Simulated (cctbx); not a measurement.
# Accept or mend?

Cell a = 10.5690 Å, b = 10.5690 Å, c = 5.9780 Å, α = 90.00°, β = 90.00°, γ = 120.00°; space group P6_3 (no. 173). The compound is Er3CuSiSe7.

Simulated single-crystal data (cctbx): Mo Kα, λ = 0.71073 Å, to d = 0.75 Å, 50 % of the full sphere, strongest reflection 5000 counts, noise from counting, a 6 % proportional error and a noise floor of 8 counts (s.d.); no absorption.

An isotropic refinement with weights 1/σ² prints:

```text
Rint 0.076, 928 unique reflections to 0.75 A
cycle     R1     wR2    GooF  max shift (A)
   1  0.0771  0.1840   2.246   0.03036
  12  0.0452  0.1017   1.241   0.03753
final R1 0.0449 wR2 0.1008 GooF 1.230  parameters 22  data/parameter 42.2
atom        x        y        z      Ueq    occ   su(xyz)  su(Uiso or U11)
Er1    0.76680  0.12093  0.24729   0.0167  1.000  0.00023  0.0002
Se1    0.25429  0.16451  0.74050   0.0195  1.000  0.00056  0.0004
Se2    0.41351  0.52064  0.47463   0.0157  1.000  0.00037  0.0004
Se3    0.66667  0.33333  0.46620   0.0197  1.000  0.00066  0.0007
Cu1    0.00000  0.00000  0.72604   0.0140  1.000  0.00095  0.0007
Si1    0.66667  0.33333  0.83792   0.0316  1.000  0.00223  0.0026
Si2    0.05340  0.35370  0.45726   0.2102  1.000  0.00627  0.0149
difference map: max 2.67 min -3.20 rms 0.64
Q1    0.1015  0.6256  0.4854    6    2.96  0.45 A from Se2
Q2    0.1191  0.5465  0.4912    6    2.73  0.51 A from Se2
Q3    0.3333  0.6667  0.1150    2    2.63  0.89 A from Se3
Q4    0.0946  0.6310  0.0221    6    2.37  1.70 A from Si2
Q5    0.0000  0.0000  0.4402    2    2.34  1.28 A from Cu1
Q6    0.0398  0.4684  0.7923    6    2.17  1.74 A from Se2
```

Q: Accept it or mend it, and why?

Mend it. The fault: spurious atom: Si2. Against the right model at the same level, R1 goes from 0.0395 to 0.0449 and GooF from 1.04 to 1.23 and Si2 takes U = 0.21 Å². A site with no density behind it hides by a very large U or drifts. The fit had not settled when the cycles ran out.

The compound is Er3CuSiSe7. The right model at the same level gives:

```text
Rint 0.076, 928 unique reflections to 0.75 A
cycle     R1     wR2    GooF  max shift (A)
   1  0.0852  0.1828   2.226   0.03746
   6  0.0395  0.0851   1.036   0.00021
final R1 0.0395 wR2 0.0851 GooF 1.036  parameters 18  data/parameter 51.6
atom        x        y        z      Ueq    occ   su(xyz)  su(Uiso or U11)
Er1    0.76676  0.12090  0.24820   0.0170  1.000  0.00016  0.0002
Se1    0.25431  0.16462  0.74099   0.0197  1.000  0.00046  0.0003
Se2    0.41361  0.52076  0.47556   0.0159  1.000  0.00029  0.0003
Se3    0.66667  0.33333  0.46684   0.0200  1.000  0.00054  0.0006
Cu1    0.00000  0.00000  0.72714   0.0143  1.000  0.00080  0.0006
Si1    0.66667  0.33333  0.83695   0.0314  1.000  0.00186  0.0022
difference map: max 2.72 min -2.27 rms 0.56
Q1    0.1030  0.6259  0.4870    6    3.06  0.45 A from Se2
Q2    0.1191  0.5452  0.4927    6    2.52  0.52 A from Se2
Q3    0.3333  0.6667  0.1170    2    2.44  0.90 A from Se3
Q4    0.0935  0.6283  0.0239    6    2.24  2.22 A from Se2
Q5    0.0000  0.0000  0.4392    2    2.17  1.27 A from Cu1
Q6    0.0408  0.4677  0.7928    6    2.05  1.75 A from Se2
```

Isotropic U is held between 0.0001 and 1 Å² by the program, and listed peak heights are interpolated, so they can pass the grid's maximum.

This is a model crystal, built by substitution and not relaxed, with assumed displacement parameters.

[Middle refinement cycles are left out of these outputs.]

[Logs are printed without paths, hosts, clocks, repeated set-up lines and the standing remarks that a program may print on its own settings, such as how far it seeks lower states.]
